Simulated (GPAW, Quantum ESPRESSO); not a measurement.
# Core-hole calculation of the Cr K edge in CrB4 (Immm), part 4 of 4

Aim: the Cr K edge of CrB4 (Immm) by two routes, a Lanczos recursion (XSpectra) and a sum over empty bands (GPAW), to see which features are robust.

Quantum ESPRESSO 7.5 and GPAW 26.7.0; core-hole supercells, plane-wave PAW LDA.

So far. Step 8 (Spectrum with XCH, Cr atom 1 (Quantum ESPRESSO)): The total-energy difference is 5996.84 eV. One term is added: -24.69 eV, since the hole is spin-paired here and a spin-polarised one costs that much less in the free atom (computed apart). The photon energy is then 5972.15 eV. The tabulated edge of the element is 5989 eV. The functional leaves an error in such absolute values: in the free atom LDA prices this hole 14.7 eV below PBE (computed apart), and PBE is itself good to a few eV.

## (12) Spectrum with XCH, Cr atom 1 (GPAW)

Level of this step: X-ray absorption from dipole matrix elements to empty bands, plane-wave PAW LDA (GPAW).

The holes are 4.7 Å apart. The excited electron is kept in the cell, where it fills the lowest empty states and screens the hole. After the field has converged, empty bands are computed with the density fixed and the dipole matrix elements are summed.

File xas.py:

```python
import numpy as np
from ase import Atoms
from ase.parallel import parprint, paropen
from gpaw import GPAW, PW, FermiDirac, Mixer, MixerDif, setup_paths
from gpaw.test import gen
setup_paths.insert(0, '.')
gen('Cr', name='fch1s', xcname='LDA', corehole=(1, 0, 1), write_xml=True)
from gpaw.mpi import world
world.barrier()

atoms = Atoms('Cr3B12',
    cell=[[0, -4.7482, 0],
     [0, 0, 5.4856],
     [-4.30755, -2.3741, 2.7428]],
    scaled_positions=[[0, 0, 0],
     [0.33333333, 0.33333333, 0.33333333],
     [0.66666667, 0.66666667, 0.66666667],
     [0.8067, 0.3441, 0],
     [0.14003333, 0.67743333, 0.33333333],
     [0.47336667, 0.01076667, 0.66666667],
     [0.85996667, 0.32256667, 0.66666667],
     [0.1933, 0.6559, 0],
     [0.52663333, 0.98923333, 0.33333333],
     [0.8067, 0.6559, 0],
     [0.14003333, 0.98923333, 0.33333333],
     [0.47336667, 0.32256667, 0.66666667],
     [0.85996667, 0.01076667, 0.66666667],
     [0.1933, 0.3441, 0],
     [0.52663333, 0.67743333, 0.33333333]],
    magmoms=[3.0, 3.0, 3.0, 0.0, 0.0, 0.0, 0.0, 0.0, 0.0, 0.0, 0.0, 0.0, 0.0, 0.0, 0.0],
    pbc=True)
atoms.calc = calc = GPAW(legacy_gpaw=True, mode=PW(500), xc='LDA', setups={0: 'fch1s'},
    kpts={'size': (4, 4, 4), 'gamma': True}, occupations=FermiDirac(0.1),
    charge=-1, mixer=MixerDif(0.05, 8, 50), maxiter=150,
    convergence={'density': 0.0001}, txt='scf.txt')
energy = atoms.get_potential_energy() + calc.get_reference_energy()
ef = calc.get_fermi_level()
out = dict(energy=energy, fermi=ef, forces=atoms.get_forces().tolist(), magmoms=atoms.get_magnetic_moments().tolist())
parprint(f'all-electron energy {energy:.4f} eV, Fermi level {ef:.4f} eV')
ev = np.array([[calc.get_eigenvalues(k, s) for k in range(len(calc.get_ibz_k_points()))] for s in range(calc.get_number_of_spins())])
out['homo'], out['lumo'], out['counts'] = ev[ev < ef].max(), ev[ev > ef].min(), sorted(set((ev < ef).sum((0, 2)).tolist()))
out['filled'] = (ev[:, 0] < ef).sum(1).tolist()

from ase.units import Ha
from gpaw.xas import dipole_matrix_elements
nb = int(calc.get_number_of_electrons() / 2) + 85
top, nb = nb, nb + 8 + nb // 12
nscf = calc.fixed_density(kpts={'size': (5, 5, 5), 'gamma': True}, nbands=nb,
    convergence={'bands': top, 'eigenstates': 1e-5}, maxiter=60, txt='nscf.txt')
cell = atoms.cell.array
ops = [cell.T @ U.T @ np.linalg.inv(cell.T) for U in nscf.wfs.kd.symmetry.op_scc]
E = np.arange(-6, 34, 0.1)
fwhm = np.interp(E, [4, 25], [1.08, 3.5])
Y, X, zero, highest = 0, 0, 1e9, 1e9
for spin in range(nscf.get_number_of_spins()):
    wfs = nscf.wfs
    A = dipole_matrix_elements(wfs.setups[0])
    eps = np.zeros((wfs.kd.nibzkpts, nb))
    d = np.zeros((3, A.shape[1], wfs.kd.nibzkpts, nb), complex)
    for kpt in wfs.kpt_u:
        if kpt.s == spin and 0 in kpt.P_ani:
            eps[kpt.k] = kpt.eps_n * Ha
            d[:, :, kpt.k] = (kpt.weight * wfs.nspins / 2) ** 0.5 * np.inner(A, kpt.P_ani[0])
    world.sum(eps)
    world.sum(d)
    T = np.einsum('amkn,bmkn->abkn', d, d.conj()).real
    T = sum(np.einsum('ai,ijkn,bj->abkn', R, T, R) for R in ops) / len(ops)
    empty = eps > ef
    zero, highest = min(zero, eps[empty].min()), min(highest, eps[:, top - 1].min())
    lines = [(eps, T, empty)] if spin == 0 else lines + [(eps, T, empty)]
for eps, T, empty in lines:
    f = np.einsum('aakn->akn', T).reshape(3, -1)
    x = eps.ravel() - zero
    w = np.interp(x, E, fwhm) / 2.35482
    g = np.exp(-0.5 * ((E[:, None] - x) / w) ** 2) / (w * (2 * np.pi) ** 0.5)
    Y = Y + (f * empty.ravel()) @ g.T
    X = X + (f * ~empty.ravel()) @ g.T
out.update(E=E.round(2).tolist(), xas=Y.tolist(), xes=X.tolist(), zero=zero, valid=highest - zero, nk=len(eps), nb=nb)
for i in range(0, len(E), 10):
    parprint(f'{E[i]:7.2f}', *(f'{v:10.3e}' for v in Y[:, i]))
import json
with paropen('out.json', 'w') as f:
    json.dump(out, f)
```

On the command line:

```bash
OMP_NUM_THREADS=1 mpirun -n 4 gpaw python xas.py
```

Numbers of over 12 decimals in the logs are rounded to 6 here.

Log:

```text
Input parameters:
  charge: -1
  convergence: {density: 0.0001}
  kpts: {gamma: True,
         size: (4, 4, 4)}
  maxiter: 150
  mixer: {backend: pulay,
          beta: 0.05,
          method: difference,
          nmaxold: 8,
          weight: 50}
  mode: {ecut: 500.0,
         name: pw}
  occupations: {fixmagmom: False,
                name: fermi-dirac,
                width: 0.1}
  setups: {0: fch1s}

Initialize ...

[... PAW data sets ...]

Reference energy: -87528.117635  # eV

Spin-polarized calculation.
Initial magnetic moment: 9.000000

[... convergence settings ...]
Symmetries present (total): 8
  [... symmetry matrices ...]

64 k-points: 4 x 4 x 4 Monkhorst-Pack grid + [1/8,1/8,1/8]
18 k-points in the irreducible part of the Brillouin zone
       k-points in crystal coordinates                weights
   0:     0.00000000    0.00000000    0.00000000          1/64
   1:     0.00000000    0.00000000    0.25000000          2/64
   2:     0.00000000    0.00000000    0.50000000          1/64
   3:     0.00000000    0.25000000    0.25000000          4/64
   4:     0.00000000    0.25000000    0.50000000          4/64
   5:     0.00000000    0.50000000    0.25000000          2/64
   6:     0.00000000    0.50000000    0.50000000          2/64
   7:     0.25000000    0.00000000    0.25000000          4/64
   8:     0.25000000    0.00000000    0.50000000          4/64
   9:     0.25000000    0.25000000   -0.25000000          4/64
          ...
  17:     0.50000000    0.50000000    0.50000000          2/64

Wave functions: Plane wave expansion
  Cutoff energy: 500.000 eV
  Number of coefficients (min, max): 2829, 2864
  Pulay-stress correction: 0.000000 eV/Ang^3 (de/decut=0.000000)
  Using FFTW library
  Wavefunction extrapolation:
    Improved wavefunction reuse through dual PAW basis

Occupation numbers: Fermi-Dirac:
  width: 0.1000  # eV

Eigensolver
   Davidson(niter=2)

Densities:
  Coarse grid: 30*30*30 grid
  Fine grid: 60*60*60 grid
  Total Charge: 0.000000

Density mixing:
  Method: difference
  Backend: pulay
  Linear mixing parameter: 0.05
  old densities: 8
  Width of damping distribution: 1.1
  Damping of long wavelength oscillations: 50

[... Hamiltonian set-up ...]
Number of atoms: 15
Number of atomic orbitals: 75
Number of bands in calculation: 43
Number of valence electrons: 55
Bands to converge: occupied

... initialized

Initializing position-dependent things.

Density initialized from atomic densities
Creating initial wave functions:
  43 bands from LCAO basis set

             B
            B
             B
        Cr  B    B

        B    CrB B
       B
        B      B  Cr
       B

Atomic positions and initial magnetic moments

Positions:
   0 Cr     0.000000    0.000000    0.000000    ( 0.0000,  0.0000,  3.0000)
   1 Cr    -1.435850   -2.374100    2.742800    ( 0.0000,  0.0000,  3.0000)
   2 Cr    -2.871700   -4.748200    5.485600    ( 0.0000,  0.0000,  3.0000)
   3 B      0.000000   -3.830373    1.887595    ( 0.0000,  0.0000,  0.0000)
   4 B     -1.435850   -1.456273    4.630395    ( 0.0000,  0.0000,  0.0000)
   5 B     -2.871700   -3.830373    1.887595    ( 0.0000,  0.0000,  0.0000)
   6 B     -2.871700   -5.666027    3.598005    ( 0.0000,  0.0000,  0.0000)
[...]
12 B     -2.871700   -5.666027    1.887595    ( 0.0000,  0.0000,  0.0000)
  13 B      0.000000   -0.917827    1.887595    ( 0.0000,  0.0000,  0.0000)
  14 B     -1.435850   -3.291927    4.630395    ( 0.0000,  0.0000,  0.0000)

Unit cell:
           periodic     x           y           z      points  spacing
  1. axis:    yes    0.000000   -4.748200    0.000000    30     0.1386
  2. axis:    yes    0.000000    0.000000    5.485600    30     0.1542
  3. axis:    yes   -4.307550   -2.374100    2.742800    30     0.1436

  Lengths:   4.748200   5.485600   5.631544
  Angles:   60.853637  65.066141  90.000000

[...]
Kinetic:        +52.390593
Potential:      -55.832839
External:        +0.000000
XC:            -156.174269
Entropy (-ST):   -0.077608
Local:           +0.446959
SIC:             +0.000000
--------------------------
Free energy:   -159.247163
Extrapolated:  -159.208359

Spin contamination: 0.016319 electrons
Showing only first 2 kpts
                      Up                     Down
 Kpt  Band  Eigenvalues  Occupancy  Eigenvalues  Occupancy
  0    25      9.43658    0.99997      9.41906    0.99997
  0    26      9.82717    0.99850      9.82780    0.99849
  0    27     10.68327    0.11270     10.66478    0.13256
  0    28     11.13208    0.00143     11.13364    0.00140

  1    25      9.40383    0.99998      9.39459    0.99998
  1    26      9.42846    0.99997      9.42383    0.99997
  1    27     10.68083    0.11516     10.67227    0.12417
  1    28     11.28936    0.00030     11.28429    0.00031

Fermi level: 10.47692

No gap
No difference between direct/indirect transitions

Forces in eV/Ang:
  0 Cr    0.00000    0.00000    0.00000
  1 Cr    0.33691    0.00000    0.00000
  2 Cr   -0.33691    0.00000    0.00000
  3 B     0.00000    0.44838   -0.37126
  4 B    -0.06023    0.33821   -0.42236
  5 B     0.06023    0.33821   -0.42236
  6 B     0.06023   -0.33821    0.42236
[...]
12 B     0.06023   -0.33821   -0.42236
 13 B     0.00000   -0.44838   -0.37126
 14 B    -0.06023   -0.33821   -0.42236
Scalar-relativistic atomic LDA calculation for Cr (Chromium, Z=24)
Core hole in 1s state (1s occupation: 1.0)
600 radial gridpoints.
|------------------------------------------------|
|------------------------------------------------|
[... the atom generator's iteration count ...]

Energy contributions:
-------------------------
Kinetic:     +834.066761
XC:           -40.099054
Potential:  -1621.686644
-------------------------
Total:       -827.718937

state      eigenvalue         ekin         rmax
-----------------------------------------------
1s^1.0 :  -225.766859   287.757127        0.041
2s^2.0 :   -26.846595    53.703934        0.238
2p^6.0 :   -23.389636    53.443335        0.189
3s^2.0 :    -3.342150    11.592071        0.748
3p^6.0 :    -2.301467    10.288957        0.753
3d^5.0 :    -0.568294     6.392127        0.753
4s^1.0 :    -0.438867     1.363235        2.403
4p^0.0 :    -0.272077     0.907364        2.924
-----------------------------------------------
(units: Bohr and Hartree)

Generating PAW setup
Kinetic energy of the core from tauc = 805.554258
Cutoffs:
rc(s)=2.200
rc(p)=2.300
rc(d)=2.100
rc(vbar)=1.890
rc(comp)=2.100
rc(nct)=2.300

Kinetic energy of the core states: 800.742892
Charge: 1.0
Core electrons: 17.0
Valence electrons: 6.0
Pseudo-core charge: 0.922423
Shape function alpha=2.268
Pseudo-electron charge 3.617339
state    eigenvalue         norm
--------------------------------
4s(1) :    -0.438867     1.011000
*s    :     0.561133
4p(0) :    -0.272077     0.994603
*p    :     0.727923
3d(5) :    -0.568294     0.336783
*d    :     0.431706
--------------------------------

Diagonalizing with gridspacing h=0.050

state   all-electron     PAW
-------------------------------
4s:      -0.438867    -0.438958
4p:      -0.272077    -0.272132
3d:      -0.568294    -0.568808
*f:                   -0.022816
-------------------------------
<dir> UserWarning: Initial realspace grid (25,30,30) inconsistent with symmetries.
  warnings.warn(
<dir> UserWarning: Using symmetrized grid: (30,30,30).

  warnings.warn('Using symmetrized grid: ({},{},{}).\n'.format(*N_c))
<dir> UserWarning: Initial realspace grid (25,30,30) inconsistent with symmetries.
  warnings.warn(
<dir> UserWarning: Initial realspace grid (25,30,30) inconsistent with symmetries.
  warnings.warn(
<dir> UserWarning: Initial realspace grid (25,30,30) inconsistent with symmetries.
  warnings.warn(
<dir> UserWarning: Using symmetrized grid: (30,30,30).

  warnings.warn('Using symmetrized grid: ({},{},{}).\n'.format(*N_c))
<dir> UserWarning: Using symmetrized grid: (30,30,30).

  warnings.warn('Using symmetrized grid: ({},{},{}).\n'.format(*N_c))
<dir> UserWarning: Using symmetrized grid: (30,30,30).

  warnings.warn('Using symmetrized grid: ({},{},{}).\n'.format(*N_c))
all-electron energy -87687.3260 eV, Fermi level 10.4769 eV
  -6.00  4.231e-46  6.932e-47  5.857e-47
  -5.00  1.198e-34  2.033e-35  1.700e-35
  -4.00  3.024e-25  5.258e-26  4.408e-26
  -3.00  6.964e-18  1.207e-18  1.035e-18
  -2.00  1.530e-12  2.497e-13  2.248e-13
  -1.00  3.491e-09  4.830e-10  4.794e-10
  -0.00  1.067e-07  1.015e-08  1.315e-08
[...]
31.00  9.138e-07  9.726e-07  7.812e-07
  32.00  9.121e-07  9.455e-07  6.631e-07
  33.00  8.787e-07  8.888e-07  5.753e-07
[key lines of the parts left out:]
Converged after 44 iterations.
Dipole moment: (-0.000000, -0.000000, 0.000000) |e|*Ang
```

It took 5.8 min on 4 MPI ranks of Arm Neoverse V1, shared host; peak memory 0.54 GiB; 23 min of CPU time.

The Cr K spectrum, Cr atom 1, excited-electron core hole (neutral cell) (energy from the lowest empty level; intensity scaled to a mean of 1 over the first 20 eV; polarised curves are means over the symmetry-equivalent atoms):

| E (eV) | isotropic | ε ∥ x | ε ∥ y | ε ∥ z |
| --- | --- | --- | --- | --- |
| -2.0 | 0.00 | 0.00 | 0.00 | 0.00 |
| -1.0 | 0.00 | 0.01 | 0.00 | 0.00 |
| 0.0 | 0.08 | 0.19 | 0.02 | 0.02 |
| 1.0 | 0.13 | 0.30 | 0.04 | 0.06 |
| 2.0 | 0.18 | 0.30 | 0.11 | 0.13 |
| 3.0 | 0.19 | 0.32 | 0.16 | 0.10 |
| 4.0 | 0.08 | 0.12 | 0.06 | 0.05 |
| 5.0 | 0.26 | 0.47 | 0.11 | 0.20 |
| 6.0 | 0.53 | 0.75 | 0.45 | 0.39 |
| 7.0 | 0.78 | 0.74 | 0.88 | 0.71 |
| 8.0 | 0.98 | 0.77 | 1.10 | 1.08 |
| 9.0 | 0.83 | 0.63 | 0.82 | 1.04 |
| 10.0 | 0.68 | 0.48 | 0.53 | 1.05 |
| 11.0 | 0.67 | 0.50 | 0.52 | 0.99 |
| 12.0 | 0.75 | 0.78 | 0.68 | 0.80 |
| 13.0 | 1.02 | 1.30 | 0.91 | 0.84 |
| 14.0 | 1.30 | 1.72 | 1.26 | 0.92 |
| 15.0 | 1.53 | 2.01 | 1.71 | 0.86 |
| 16.0 | 1.70 | 2.30 | 2.00 | 0.81 |
| 17.0 | 2.01 | 2.77 | 2.39 | 0.87 |
| 18.0 | 2.46 | 3.18 | 3.14 | 1.06 |
| 19.0 | 2.65 | 2.99 | 3.61 | 1.34 |
| 20.0 | 2.42 | 2.46 | 3.07 | 1.72 |
| 21.0 | 2.08 | 2.07 | 1.98 | 2.17 |
| 22.0 | 1.89 | 1.79 | 1.27 | 2.61 |
| 23.0 | 1.84 | 1.44 | 1.14 | 2.93 |
| 24.0 | 1.81 | 1.09 | 1.27 | 3.07 |
| 25.0 | 1.78 | 0.88 | 1.39 | 3.07 |
| 26.0 | 1.76 | 0.86 | 1.44 | 2.99 |
| 27.0 | 1.74 | 0.96 | 1.47 | 2.79 |
| 28.0 | 1.70 | 1.15 | 1.53 | 2.42 |

Main maxima below 28 eV (height): 2.6 eV (0.22), 8.0 eV (0.98) and 18.9 eV (2.65). A K edge sees empty p states. The first eV above the zero hold little dipole weight, as the lowest empty bands are of d character; the main edge, of 4p character, rises through 0.6 near 6 eV above the zero.

The total-energy difference is 5970.21 eV.

## (13) The two programs side by side

The line shapes differ (Lorentzian half width 0.54 eV up to 4 eV, rising linearly to 1.75 eV at 25 eV (not a setting of the program: the run's 0.54 eV curve was folded afterwards with a further Lorentzian above 4 eV), against Gaussian full width 1.08 eV up to 4 eV, rising linearly to 3.5 eV at 25 eV), so both get a further Gaussian of 1.5 eV full width before they are compared; the Lorentzian tails remain.

```
E (eV)  XSpectra  GPAW
 -2.00      0.06  0.00
 -1.25      0.07  0.01
 -0.50      0.10  0.04
  0.25      0.14  0.09
  1.00      0.18  0.13
  1.75      0.21  0.17
  2.50      0.24  0.18
  3.25      0.25  0.15
  4.00      0.27  0.14
  4.75      0.35  0.23
  5.50      0.48  0.40
  6.25      0.62  0.59
  7.00      0.75  0.77
  7.75      0.84  0.89
  8.50      0.86  0.89
  9.25      0.82  0.80
 10.00      0.80  0.71
 10.75      0.82  0.68
 11.50      0.88  0.72
 12.25      0.98  0.84
 13.00      1.12  1.02
 13.75      1.27  1.22
 14.50      1.41  1.41
 15.25      1.54  1.57
 16.00      1.68  1.73
 16.75      1.85  1.95
 17.50      2.02  2.23
 18.25      2.16  2.48
 19.00      2.22  2.56
 19.75      2.15  2.46
 20.50      2.03  2.25
 21.25      1.92  2.05
 22.00      1.84  1.92
 22.75      1.80  1.85
 23.50      1.77  1.82
 24.25      1.74  1.80
 25.00      1.72  1.78
 25.75      1.70  1.77
 26.50      1.70  1.75
 27.25      1.68  1.73
 28.00      1.66  1.70
 28.75      1.63  1.69
```

```
                                                                           XSpectra         GPAW
                                                k mesh of the spectrum        6×6×6        5×5×5
                                                           cutoff (eV)          721          500
highest intensity below 24 eV after the common broadening, eV (height)  19.0 (2.22)  18.9 (2.56)
                                    zero, corrected photon energy (eV)       5972.2       5970.2
                                    core time, hole field and spectrum       80 min       23 min
```

## (14) With and without the hole

XSpectra's curves. Both curves are counted from their own zero, so only the shift of weight within the empty states shows.

```
E (eV)  no hole   XCH
  -2.0     0.03  0.03
  -1.0     0.05  0.04
   0.0     0.09  0.09
   1.0     0.15  0.14
   2.0     0.19  0.18
   3.0     0.23  0.21
   4.0     0.21  0.17
   5.0     0.25  0.30
   6.0     0.46  0.51
   7.0     0.68  0.69
   8.0     0.90  0.89
   9.0     0.97  0.77
  10.0     0.74  0.69
  11.0     0.79  0.72
  12.0     0.73  0.78
  13.0     0.92  1.03
  14.0     1.26  1.31
  15.0     1.41  1.49
  16.0     1.59  1.59
  17.0     1.90  1.99
  18.0     2.14  2.31
  19.0     2.88  2.84
  20.0     2.94  2.35
  21.0     2.33  1.92
  22.0     2.16  1.91
  23.0     1.88  1.86
  24.0     2.16  1.99
  25.0     2.07  1.75
  26.0     1.90  1.88
  27.0     2.16  1.94
  28.0     2.15  1.77
  29.0     1.83  1.66
  30.0     1.97  1.84
  31.0     1.99  1.70
  32.0     1.74  1.56
```

With each curve scaled to its own mean, the area from −2 to 6 eV with the hole is 1.4 against 1.4, and the centre of weight from −1 to 20 eV moves by +0.1 eV (first and strongest maxima below 20 eV: 8.8 eV (0.99), 11.3 eV (0.80) and 19.4 eV (3.01) without the hole, 8.2 eV (0.90) and 19.0 eV (2.84) with it), a small effect on these measures.

## (15) Outcome

* absorber and edge: Cr K, atom 1 of the ground-state input (counted from 1)
* surroundings: 4 B at 2.10 Å and 8 B at 2.22 Å (12-fold, site symmetry mmm)
* highest intensity below 24 eV (XSpectra, narrow line): 19.0 eV above the zero, height 2.84
* photon energy of the zero, with the added terms: 5972.2 eV (raw 5996.8 eV; LDA puts this hole about 15 eV below PBE, itself good to a few eV)

**Reading.** The two programs agree closely: 12 % r.m.s. remains over the first 14 eV after a relative shift of 0.4 eV, and their photon-energy zeros differ by 1.9 eV. What differs may come from the PAW partial waves, meshes, cutoffs and line shapes. In XSpectra the Cr K edge of atom 1, with 4 B at 2.10 Å and 8 B at 2.22 Å (12-fold, site symmetry mmm), has its highest intensity of the first 24 eV at 19.0 eV above the zero, near 5991 eV in photon energy (LDA puts this hole about 15 eV below PBE, itself good to a few eV), 2.8 times the mean level of the first 20 eV (Lorentzian half width 0.54 eV). In XSpectra: With each curve scaled to its own mean, the area from −2 to 6 eV with the hole is 1.4 against 1.4, and the centre of weight from −1 to 20 eV moves by +0.1 eV (first and strongest maxima below 20 eV: 8.8 eV (0.99), 11.3 eV (0.80) and 19.4 eV (3.01) without the hole, 8.2 eV (0.90) and 19.0 eV (2.84) with it), a small effect on these measures. In XSpectra, at the Cr K edge of atom 1 polarisation matters most near 19.2 eV, where the curves differ by 2.9 on this scale. 2 further runs of this session are left out of this account as redundant. Quadrupole 1s→3d transitions, which feed the pre-edge, are not in the dipole spectrum. The starting moments shrank to 0.00 μB or less, so this is hardly a magnetic state. The holes are only 4.7 Å apart, so the shape is probably not converged with cell size; no larger cell was run here. Lifetime broadening is put in by hand, and intensities beyond about 20 eV depend on it and on the partial waves. The structure is a published determination, not relaxed.

[Banner, clock and machine lines of the logs are left out without a mark of their own.]

[Logs are printed without paths, hosts, clocks, repeated set-up lines and the standing remarks that a program may print on its own settings, such as how far it seeks lower states.]

[Hosts, paths, dates, database ids (printed as entryN), source tags and the programs' standing remarks are cut or masked in the printed files.]

[Lists of maxima count a maximum above −3 eV only where it reaches 4 % of the highest in the window and stands out from its surroundings by 2 % of it (1.5 % where it reaches 55 %); shoulders and weaker maxima are passed over, and of the rest the first, up to two pre-edge ones and the few strongest are named.]
